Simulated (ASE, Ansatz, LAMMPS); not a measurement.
# Localised basis functions on twisted graphene bilayer, 52.66° (244 atoms)

Aim: test how closely localised support functions follow the reference on twisted graphene bilayer, 52.66° (244 atoms), and at what cost.

Program: Ansatz 0.2.0. Level of theory: Kohn-Sham DFT, PBE+D3(BJ), PAW (set soft_2), plane waves. Results are calculated unless marked as measured.

### 1. Starting point

The cell holds 244 atoms: 244 C. Its edges and angles: a = 19.213 Å, b = 19.213 Å, c = 15.530 Å, α = 90.0°, β = 90.0°, γ = 120.0°. It derives from C (graphene). Graphene (a = 2.46 Å) under graphene (a = 2.46 Å), bilayer, commensurate cell of 61 unit cells a layer, twist 52.66 deg; facing planes 3.53 Å apart as built; 12 Å of vacuum; minimised with a classical potential. Regions: layer 1, 122 atoms (122 C); layer 2, 122 atoms (122 C). Vacuum lies along c.

What the set-up can't give: Beside vacuum, support functions can miss their usual error bounds without a warning. Only the Γ point is sampled, in a cell whose shortest periodic width is 17 Å.

### 2. How the cell was made

A minimisation with a classical potential prepares the built cell.

This step: classical potential: AIREBO (Stuart, Tutein and Harrison, J. Chem. Phys. 112, 6472 (2000)) (LAMMPS stable Jul 2025 - Update 4).

Input file in.lammps:

```
units metal
atom_style atomic
boundary p p p
atom_modify map array
read_data structure.data
pair_style airebo 3.0 1 1
pair_coeff * * CH.airebo C
thermo_style custom step temp pe press lx ly lz fmax
thermo 200
min_style cg
minimize 0 1e-4 3000 30000
write_data relaxed.data nocoeff
```

The run is started by

```
lmp -in in.lammps -log log.lammps -screen none -nocite
```

Numbers of over 12 decimals in the logs are rounded to 6 here.

The log of the run:

```text
LAMMPS (22 Jul 2025 - Update 4)
  244 atoms
   Step          Temp          PotEng         Press            Lx             Ly             Lz            Fmax     
         0   0             -1812.9857     -58626.516      19.2132        16.639119      15.53          0.018244378  
        68   0             -1813.1229     -57938.212      19.2132        16.639119      15.53          1.0309394e-05
Loop time of 0.978716 on 1 procs for 68 steps with 244 atoms
Minimization stats:
  Stopping criterion = force tolerance
  Energy initial, next-to-last, final = 
     -1812.98567475046  -1813.12285377048  -1813.12285377065
  Force two-norm initial, final = 0.24305434 9.8896504e-05
  Force max component initial, final = 0.018244378 1.0309394e-05
  Iterations, force evaluations = 68 135
```

Elapsed: 1.5 s, on 1 thread of Intel Xeon at 2.80GHz (Skylake/Cascade Lake), shared host.

### 3. Plane-wave single point

The first run fixes the reference, at a cutoff of 420 eV.

Input file input.yaml:

```yaml
crystal:
  lattice:
    - [19.2132, 0.0, 0.0]
    - [-9.6066, 16.63912, 0.0]
    - [0.0, 0.0, 15.53]
  atoms:
    - { symbol: C, position: [0.08745, 0.86341, 0.39034] }
    - { symbol: C, position: [0.09292, 0.79237, 0.39045] }
    - { symbol: C, position: [0.15301, 0.01095, 0.39028] }
    - { symbol: C, position: [0.15849, 0.93991, 0.39034] }
    - { symbol: C, position: [0.10384, 0.65028, 0.39062] }
    - { symbol: C, position: [0.10929, 0.57924, 0.39068] }
    - { symbol: C, position: [0.16942, 0.79783, 0.39052] }
    - { symbol: C, position: [0.17488, 0.72679, 0.39063] }
    - { symbol: C, position: [0.23499, 0.94538, 0.39044] }
    - { symbol: C, position: [0.24045, 0.87434, 0.39054] }
    - { symbol: C, position: [0.12021, 0.43716, 0.3906] }
    - { symbol: C, position: [0.12566, 0.36611, 0.39054] }
    - { symbol: C, position: [0.18579, 0.5847, 0.39067] }
    - { symbol: C, position: [0.19125, 0.51366, 0.39068] }
    - { symbol: C, position: [0.25138, 0.73225, 0.39065] }
    - { symbol: C, position: [0.25683, 0.66121, 0.39073] }
    - { symbol: C, position: [0.31695, 0.87979, 0.3906] }
    - { symbol: C, position: [0.32241, 0.80875, 0.39068] }
    - { symbol: C, position: [0.38252, 0.02734, 0.39059] }
    - { symbol: C, position: [0.38799, 0.9563, 0.39063] }
    - { symbol: C, position: [0.07103, 0.07651, 0.3902] }
    - { symbol: C, position: [0.07651, 0.00548, 0.3902] }
    - { symbol: C, position: [0.13659, 0.22405, 0.39034] }
    - { symbol: C, position: [0.14207, 0.15301, 0.39028] }
    - { symbol: C, position: [0.20217, 0.37159, 0.39052] }
    - { symbol: C, position: [0.20763, 0.30055, 0.39045] }
    - { symbol: C, position: [0.26775, 0.51913, 0.39065] }
    - { symbol: C, position: [0.27321, 0.44809, 0.39063] }
    - { symbol: C, position: [0.33333, 0.66667, 0.39069] }
    - { symbol: C, position: [0.33879, 0.59563, 0.39073] }
    - { symbol: C, position: [0.39891, 0.81421, 0.39067] }
    - { symbol: C, position: [0.40437, 0.74317, 0.39073] }
    [... 206 atom lines left out ...]
    - { symbol: C, position: [0.05462, 0.76501, 0.60956] }
    - { symbol: C, position: [0.06009, 0.84151, 0.60966] }
    - { symbol: C, position: [0.97266, 0.61748, 0.60941] }
    - { symbol: C, position: [0.97812, 0.69398, 0.60951] }
    - { symbol: C, position: [0.98905, 0.84699, 0.60972] }
    - { symbol: C, position: [0.99452, 0.92349, 0.6098] }
kpoints:
  mp_grid: { grid: [1, 1, 1] }
hamiltonian:
  xc: pbe
  dispersion: d3bj
scf:
  occupations: { method: gaussian, width: 0.05 }
output:
  forces: true
  populations: intrinsic
  dos:
    method: { smearing: { sigma: 0.1 } }
    de: 0.1
    projected: { site_lists: { C: [C] } }
  eigenvalues: true
  write_density: true
  write_potential: true
  volumetric_format: npy
```

The run is started by

```
ansatz run input.yaml --threads 8 --pin off --max-ram 15872MiB --backend cpu --events-out ev --progress --plain --runs-dir out
```

The log of the run:

```text
Warning: the atoms were moved onto the symmetric positions of the space group found under crystal.symmetry.tolerance 1.0e-5 (fractional; no operation is sought that the atoms, as they stand in a round, miss by more than twice it, and no atom is moved by as much as it), and the run uses the moved positions. [...]
Engine: ansatz 0.2.0, aarch64-unknown-linux-gnu
Pseudopotentials: kind: paw
Pseudopotential: C, paw, valence charge 4, recommended cutoff 420 eV (normal), C.paw.azcp
[... 5 lines on functional and potentials left out ...]
Crystal: 244 atoms, lattice volume = 4964.797 Å³
Basis set: ecut = 420 eV, 96957 PW (Γ), exchange–correlation on 270×270×216 points (8 copies of the dense FFT grid, shifted against one another)
Bands: 732, of which v1, the nominal top of the filled ones, is band 488 counted from 1 (487 counted from 0)
Symmetry: 12 space group operations
Space group: P622 (ITA 177), of the structure as read, at distance tolerance 1.7e-4 Å
k-points: 1
[... 3 lines on functional and potentials left out ...]
Initial density: superposition of atomic densities (neutral atoms: chi_scale 0, normalization atom), corrected by the library's trained network
Initial wavefunctions: pseudopotential atomic-orbital guess
Functional: x = pbe(κ = 0.804, μ = 0.219515), c = pbe(β = 0.066725)
SCF iter   1: F=—  HF=-61258.465986 eV  |F-HF|=—  |Δ(HF+E_count)|=         —  Δρ=2.42e-3  dr2=3.41e-1  ethr=1.77e-3  ⟨swp⟩=11.0  Hψ=3940  notcnv=0  defer=177
preconditioner: auto → Resta (q_TF=auto, 2.080 Å⁻¹)  ε∞=2.2  [insulator: Δε(μ)=1.988 eV  Ē_g=15.222 eV  σ=0.050 eV  W_gap=1.00  n_scr=742 (ndim 8)  ℏωp=16.5 eV  f_vac=0.552  D(μ)=0.00/eV (n_scr^D=0)  ε∞_Penn≈2.2  vacuum switching on, ρ_ref=1.7e-2 e/Å³]
SCF iter   2: F=—  HF=-61258.431271 eV  |F-HF|=—  |Δ(HF+E_count)|=   3.47e-2  Δρ=1.15e-3  dr2=6.71e-2  ethr=3.49e-5  ⟨swp⟩=2.0  Hψ=1100  notcnv=0  defer=184
SCF iter   3: F=—  HF=-61258.436114 eV  |F-HF|=—  |Δ(HF+E_count)|=   4.84e-3  Δρ=2.16e-4  dr2=2.21e-3  ethr=6.87e-6  ⟨swp⟩=2.0  Hψ=988  notcnv=0  defer=184
SCF iter   4: F=—  HF=-61258.439055 eV  |F-HF|=—  |Δ(HF+E_count)|=   2.94e-3  Δρ=7.71e-5  dr2=7.16e-4  ethr=2.27e-7  ⟨swp⟩=2.0  Hψ=872  notcnv=0  defer=184
SCF iter   5: F=—  HF=-61258.439517 eV  |F-HF|=—  |Δ(HF+E_count)|=   4.62e-4  Δρ=5.27e-5  dr2=1.50e-3  ethr=7.34e-8  ⟨swp⟩=2.0  Hψ=806  notcnv=0  defer=184
SCF iter   6: F=—  HF=-61258.439276 eV  |F-HF|=—  |Δ(HF+E_count)|=   2.41e-4  Δρ=2.62e-5  dr2=2.72e-4  ethr=7.34e-8  ⟨swp⟩=2.0  Hψ=599  notcnv=0  defer=184
SCF iter   7: F=—  HF=-61258.439334 eV  |F-HF|=—  |Δ(HF+E_count)|=   5.74e-5  Δρ=6.95e-6  dr2=1.96e-5  ethr=2.79e-8  ⟨swp⟩=2.0  Hψ=624  notcnv=0  defer=184
SCF iter   8: F=—  HF=-61258.442241 eV  |F-HF|=—  |Δ(HF+E_count)|=   2.91e-3  Δρ=2.19e-6  dr2=4.47e-7  ethr=2.01e-9  ⟨swp⟩=2.0  Hψ=876  notcnv=0  defer=184
SCF iter   9: F=-61258.442242 eV  HF=-61258.442242 eV  |F-HF|=9.95e-8  |Δ(HF+E_count)|=   9.52e-7  Δρ=8.74e-7  dr2=2.02e-8  ethr=1.02e-11  ⟨swp⟩=35.0  Hψ=9960  notcnv=0
SCF 1 converged in 9 iterations: F = -61258.442242 eV  dr2 = 2.02e-8
  greatest PAW one-centre occupation: 0.674 electrons in one spin orbital (limit 2), on the C atom at site 145 (counted from 0), in its partial waves of l = 0
WARN: The output density's exchange-correlation potential varies sharply where the density is thin. Do not read a vacuum level from v_tot or v_xc, or from such a field of the output density. On a cell that repeats whose density bears no net charge and no dipole along the vacuum's axis use v_es (v_loc + v_h of the components); [...]
SCF converged after 9 iterations
Free energy (F): -61258.442242 eV
Harris-Foulkes:  -61258.442242 eV  (|F-HF|=9.95e-8)
Internal energy: -61258.442242 eV  (E = F + TS)
E sigma→0 (E₀):  -61258.442242 eV
Fermi energy:    0.660027 eV
--- Per-component energies (eV) ---
  E_band       = -8335.602950
  E_kinetic    = 22222.188047
  E_local      = -295566.919244  (includes V_loc(G=0)·N_el)
  E_nonlocal   = 6672.142485
  E_hartree    = 137258.103670
  E_xc         = -11722.482975
  E_vxc        = -14513.803295  (∫ρ·V_xc dr)
  E_paw        = -24244.303525  (= ΣΔE_a)
  E_vpaw       = -1665.405122  (= ΣTr[D̂ρ^β])
  E_aug_tail   = 0.001894  (compensation charges beyond the density's cutoff)
  E_ewald      = 104151.875792
  E_disp       = -29.048387  (pairwise vdW)
  E_smearing   = -0.000000  (= −TS)
  E_closure    = 0.000000  (closes the sum)
  Σ components = -61258.442242   (vs F -61258.442242, Δ=0.00e0)
--- Forces (eV/Å), atoms counted from 1 ---
  atom   1  C      0.00508309     0.00122228    -0.02758929
  atom   2  C      0.00644940     0.01025862    -0.02502801
  atom   3  C     -0.00274732     0.00972798    -0.03240354
  atom   4  C      0.00685993     0.01029967    -0.02849309
  atom   5  C      0.00451837    -0.00258172    -0.00931928
  atom   6  C     -0.00142728     0.00909062    -0.01803905
  atom   7  C     -0.00075141     0.00105101    -0.01443092
  atom   8  C      0.00563946     0.01197385    -0.02229272
  atom   9  C     -0.00760290     0.00426764    -0.02090268
  atom  10  C      0.01870452     0.00965200    -0.02443227
  atom  11  C     -0.00147886    -0.01377076    -0.01003196
  atom  12  C     -0.01771114     0.01137259    -0.02443227
  atom  13  C      0.00422898    -0.00288420    -0.00222704
  atom  14  C     -0.01569919     0.00731874    -0.02073767
[...]
atom 243  C     -0.00979834    -0.00248474     0.03240354
  atom 244  C     -0.00103610    -0.00144631     0.03414094
  max |Σ_I F_I| component: 1.67e-16 eV/Å
--- Band table (eV) ---
  k-point 0: bands = ["-19.0117", "-18.8759", "-18.6239", "-18.6229", [... 716 levels ...], "8.7157", "8.8609", "8.8609", "8.8609", "8.8609", "8.8609", "8.8615", "8.8690", "8.8691", "8.8691", "8.8691", "8.8691"]
--- intrinsic populations: 244 sites ---
  site symbol       q [e]
     0      C      3.9999
     1      C      4.0003
     2      C      4.0001
[...]
243      C      4.0001
  spilling = 0.000000 (of n_electrons = 976.000000)
```

Run time: 1.9 min. Hardware: 8 threads of Arm Neoverse V2, shared host; peak memory 7.8 GiB.

The program notes that positions were snapped to a detected symmetry and the exchange-correlation potential is rough where the density is thin.

Numbers from this run:

- free energy: -61258.4422 eV
- free energy per atom: -251.0592 eV/atom
- SCF cycles: 9
- r.m.s. force component: 0.01358 eV/Å
- longest force: 0.03419 eV/Å
- Fermi energy: 0.66 eV
- potential in mid-vacuum, over the Fermi level: 4.228 eV
- potential 4.5 Å over the upper face: 4.228 eV
- potential 4.5 Å under the lower face: 4.228 eV

Intrinsic-atomic-orbital charges by element:

```tsv
element	coordination	atoms	mean charge (e)	spread	least	most
C	all	244	0	7.0e-4	-0.0014	0.0015
```

By region:

```tsv
region	atoms	mean length of the force (eV/Å)	net charge (e)
layer 1	122	0.022	0
layer 2	122	0.022	0
```

Density of states as counts of states in windows of 1 eV (from the Fermi level), total and the larger projections:

```tsv
from (eV)	to (eV)	total	C p	C s
-14	-13	24.0	11.9	11.8
-13	-12	56.4	37.9	17.7
-12	-11	39.6	25.8	13.5
-11	-10	2.4	2.2	0.2
-10	-9	93.6	72.1	20.8
-9	-8	44.4	40.5	3.5
-8	-7	66.5	60.0	5.8
-7	-6	123.7	117.0	5.4
-6	-5	63.4	61.6	1.2
-5	-4	101.1	99.0	1.7
-4	-3	54.1	53.8	0.2
-3	-2	59.3	59.1	0.0
-2	-1	20.2	20.1	0.0
-1	0	7.3	7.3	0.0
0	1	4.0	3.9	0.0
1	2	43.5	42.1	0.0
2	3	48.5	46.8	0.0
3	4	35.5	19.9	0.0
4	5	60.0	34.7	0.0
```

Between -20 and -14 eV lie 220 more states.

The levels nearest the highest filled one (over half full), pooled over k-points and spins:

```tsv
level less the highest filled one (eV)	occupation
-0.0124	2
-0.0124	2
-0.0123	2
-0.0123	2
-3.0e-4	2
0	2
1.99	0
1.99	0
2.01	0
2.01	0
2.01	0
2.01	0
```

Planar average of the electrostatic potential energy along the normal, with the Fermi level as zero, after a running mean with a triangular window 4 Å wide at its base:

```tsv
height (Å)	potential energy (eV)
0.0	4.23
0.4	4.23
0.9	4.23
1.3	4.23
1.7	4.23
2.2	4.23
2.6	4.21
3.0	4.17
3.5	3.95
4.0	2.51
4.5	0.11
4.9	-2.79
5.3	-5.69
5.8	-8.07
6.2	-8.66
6.6	-7.03
7.0	-4.69
7.5	-3.16
7.9	-2.95
8.3	-4.04
8.8	-6.24
9.2	-8.31
9.6	-8.54
10.1	-6.59
10.5	-3.78
10.9	-0.84
11.4	1.81
11.9	3.77
12.4	4.13
12.8	4.21
13.2	4.22
13.7	4.23
14.1	4.23
14.5	4.23
15.0	4.23
15.4	4.23
```

Valence density in the ca plane at fractional y = 0.005, with atoms of C within 0.2 Å of it. It is the smooth field of the valence electrons, not physical close to the nuclei.

Ten even steps from '0' (0.0 e/Å³) to '9' (1.8 e/Å³), each cell a mean:
```
000000000000000024421000012442000000000000000
000000000000000159951000025995100000000000000
000000000000000148841000015994100000000000000
000000000000000149951000015995100000000000000
000000000000000013320000001221000000000000000
000000000000000013320000001221000000000000000
000000000000000148841000015984100000000000000
000000000000000135531000014773100000000000000
000000000000000137741000015884100000000000000
000000000000000137741000013653100000000000000
000000000000000024421000001221000000000000000
000000000000000148841000014873100000000000000
000000000000000024421000013653100000000000000
000000000000000013320000012442100000000000000
000000000000000149951000014884100000000000000
000000000000000137741000013552100000000000000
000000000000000148951000014884100000000000000
000000000000000125531000013653100000000000000
000000000000000011110000001221000000000000000
000000000000000136641000014773100000000000000
000000000000000159952000015884100000000000000
000000000000000159951000015994100000000000000
000000000000000147741000014774100000000000000
000000000000000001110000001110000000000000000
```
Columns run along c (15.5 Å), rows up along a (19.2 Å). Atoms in or near the plane, at fractional coordinates: C at (0.39, 0.15), C at (0.39, 0.08), C at (0.39, 0.92), C at (0.61, 0.86), C at (0.61, 0.07), C at (0.61, 0.93).

Electrostatic potential energy in the ca plane at fractional y = 0.005, with atoms of C within 0.2 Å of it. With pseudopotentials it is smooth inside the atoms' cores, unlike the true potential.

Ten even steps from '0' (-32 eV) to '9' (5 eV), each cell a mean:
```
999999999999999976579999997557999999999999999
999999999999999830028999981002899999999999999
999999999999999862158999984115899999999999999
999999999999999840038999982003899999999999999
999999999999999987789999998778999999999999999
999999999999999987789999998778999999999999999
999999999999999861158999983004899999999999999
999999999999999973368999985226899999999999999
999999999999999862168999984005899999999999999
999999999999999973368999997557999999999999999
999999999999999986579999998778999999999999999
999999999999999862268999986237999999999999999
999999999999999986679999987447999999999999999
999999999999999987789999997457999999999999999
999999999999999851148999986226899999999999999
999999999999999862268999987447999999999999999
999999999999999840038999985005899999999999999
999999999999999975579999997447999999999999999
999999999999999988889999998788999999999999999
999999999999999863358999986336999999999999999
999999999999999830028999983004899999999999999
999999999999999841138999984114899999999999999
999999999999999842148999984125899999999999999
999999999999999988889999998888999999999999999
```
Columns run along c (15.5 Å; values clipped at the 3rd and 97th percentile), rows up along a (19.2 Å). Atoms in or near the plane, at fractional coordinates: C at (0.39, 0.15), C at (0.39, 0.08), C at (0.39, 0.92), C at (0.61, 0.86), C at (0.61, 0.07), C at (0.61, 0.93).

Intrinsic-atomic-orbital charges run from -0.00 to +0.00 e. The potential stands 4.23 eV above the Fermi level over the upper face and 4.23 eV under the lower one, a reading of the work function, with no dipole correction. The Fermi level falls in a spacing of 2.0 eV between levels, so it is uncertain by that much.

### 4. Local order

Bonds and neighbours are counted at the geometry of the runs.

Normalised to the volume that the atoms fill. Pair distribution function in bins of 0.2 Å:

```tsv
r (Å)	total
1.40	4.17
1.60	0.00
1.80	0.00
2.00	0.00
2.20	0.00
2.40	2.77
2.60	0.00
2.80	1.06
3.00	0.00
3.20	0.00
3.40	0.20
3.60	0.38
3.80	1.54
4.00	0.34
4.20	1.24
4.40	0.31
4.60	0.30
4.80	0.28
5.00	0.96
5.20	0.91
5.40	0.25
5.60	0.52
5.80	0.23
6.00	0.22
6.20	0.67
6.40	0.21
6.60	0.99
6.80	0.20
```

Bonds by pair of elements; cutoffs follow the first minimum of g(r), held within bounds set by covalent radii, and pairs that aren't listed don't count as bonded:

```tsv
pair A-B	cutoff (Å)	bonds	mean length (Å)	spread (Å)	shortest (Å)	B about A	A about B
C-C	1.82	366	1.42	0	1.42	3	3
```

How many atoms have how many bonded neighbours:

```tsv
element	mean	3
C	3	244
```

(Part 1 of 2 ends here.)

[Logs are printed without paths, hosts, clocks, repeated set-up lines and the standing remarks that a program may print on its own settings, such as how far it seeks lower states.]

[Hosts, paths, dates, database ids (printed as entryN), source tags and the programs' standing remarks are cut or masked in the printed files.]
